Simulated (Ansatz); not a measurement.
# Glassy Ba4.2Hf30.6O65.3 (216 atoms) under strain: runs compared

How stiff is glassy Ba4.2Hf30.6O65.3 (216 atoms)?

Computed with Ansatz 0.2.0: Kohn-Sham DFT, PBE, PAW (set soft_2), plane waves.

### Step 1. The cell as built

The cell holds 216 atoms: 9 Ba, 66 Hf and 141 O. Its edges and angles: a = 14.527 Å, b = 14.527 Å, c = 14.527 Å, α = 90.0°, β = 90.0°, γ = 90.0°. 216 atoms (9 Ba, 66 Zr, 141 O) placed at random at 5.15 g/cm³, melted at 4500 K for 20 ps at fixed volume with the Morse and Coulomb pair potential with partial charges (Pedone, Malavasi, Menziani, Cormack and Segre, J. Phys. Chem. B 110, 11780 (2006)). Quenched from 4500 K to 300 K at 20 K/ps and fixed volume, held 5 ps. Then Zr was replaced by Hf (the potential has no terms for the new elements, so the cell is a start for a DFT relaxation).

Limits known from the start: The quench rate of 20 K/ps is many orders above laboratory rates, so the cell is likely richer in defects and strain than a real sample. The network of bonds at the start is that of the classical potential that made the cell, and needn't be the one that DFT or experiment would give. Only the Γ point is sampled. The levels lack spin–orbit coupling, which is large for the heavy elements here.

### Step 2. The reference run

The reference is a single point at the end of the relaxation.

Every strained cell starts from the geometry of this run, and its atoms are relaxed with the cell held.

Its input, with most atom lines left out:

```yaml
crystal:
  lattice:
    - [14.31503, -0.09727, 0.03359]
    - [-0.09727, 14.28972, -0.00362]
    - [0.03359, -0.00362, 14.36679]
  atoms:
    - { symbol: Ba, position: [0.15578, 0.26923, 0.17068] }
    - { symbol: Ba, position: [0.56902, 0.0888, 0.34372] }
    - { symbol: Ba, position: [0.1829, 0.79168, 0.21292] }
    - { symbol: Ba, position: [0.68116, 0.96375, 0.0922] }
    - { symbol: Ba, position: [0.7196, 0.06687, 0.86941] }
    - { symbol: Ba, position: [0.79016, 0.50345, 0.13646] }
    - { symbol: Ba, position: [0.39247, 0.65203, 0.09427] }
    [... atom lines 8 to 216 left out ...]
kpoints:
  mp_grid: { grid: [1, 1, 1] }
hamiltonian:
  xc: pbe
scf:
  occupations: { method: fermi_dirac, width: 0.025 }
output:
  forces: true
  stress: true
  populations: true
  dos:
    method: { smearing: { sigma: 0.1 } }
    de: 0.1
    projected: { site_lists: { Ba: [Ba], Hf: [Hf], O: [O] } }
  eigenvalues: true
  write_density: true
  write_potential: true
  volumetric_format: npy
  elf: true
```

| Quantity | Value |
| --- | --- |
| free energy per atom | -5423.7331 eV/atom |
| r.m.s. force component | 0.00334 eV/Å |
| pressure | 0.01799 GPa |

Filled and empty levels are parted by 3.97 eV (at Γ alone); a semilocal functional tends to put such gaps too low. In a disordered cell it changes from sample to sample, and tail or defect levels can set it.

### Step 3. The runs

Each row is one run, on 16 threads of Arm Neoverse V2, shared host. The free energy is the program's total, comparable only between runs with the same functional, potentials and atoms.

| run | atoms | outcome | ionic steps, all passes | free energy (eV) | time | host memory (GiB) |
| --- | --- | --- | --- | --- | --- | --- |
| Single point at the start | 216 | converged | - | -1171511.559 | 91 s | 9.9 |
| Cell and atoms relaxed | 216 | converged | 25 | -1171526.349 | 35 min | 10 |
| Single point at the relaxed geometry | 216 | converged | - | -1171526.349 | 2.5 min | 10 |
| Volume -3 % | 216 | converged | 8 | -1171525.393 | 12 min | 9.8 |
| Volume +3 % | 216 | converged | 8 | -1171525.519 | 13 min | 10 |
| Volume -6 % | 216 | cut at the time limit | 4 | -1171522.077 | 6 min | 9.6 |

In some runs the program notes that the SCF threshold is loose for the stress.

### Step 4. Pressure against volume

Atoms are relaxed at each volume, in the scaled cell.

| volume change (%) | volume (Å³/atom) | energy change (meV/atom) | pressure (GPa) | largest move on relaxing (Å) | bonds | gap (eV) |
| --- | --- | --- | --- | --- | --- | --- |
| -3 | 13.197 | 4.43 | 3.58 | 0.22 | 488 | 3.99 |
| +0 | 13.605 | 0.00 | 0.02 | - | 480 | 3.97 |
| +3 | 14.013 | 3.84 | -2.78 | 0.48 | 471 | 3.90 |

### Step 5. Findings

The bulk modulus, from the slope of pressure against ln V over the three points nearest the relaxed volume, is 106 GPa. The count of bonds runs from 471 to 488 over the series, so at some points contacts cross the cutoffs. The gap goes from 3.99 eV at the smallest volume to 3.90 eV at the largest, -1.6 eV per unit of ln V by a straight line, on the run's k-points.

Caveats: Strains are finite and relaxations stop at the force tolerance of the input, which can leave moduli too stiff; they are those of a static cell at zero temperature. Volumes are changed with the cell's shape held, so in an anisotropic solid the modulus lies over the one under free hydrostatic load. The program notes that the SCF threshold of the relaxations is loose for the stress.

The DFT runs together took 70 min of wall time.

[Logs are printed without paths, hosts, clocks, repeated set-up lines and the standing remarks that a program may print on its own settings, such as how far it seeks lower states.]

[Hosts, paths, dates, database ids (printed as entryN), source tags and the programs' standing remarks are cut or masked in the printed files.]
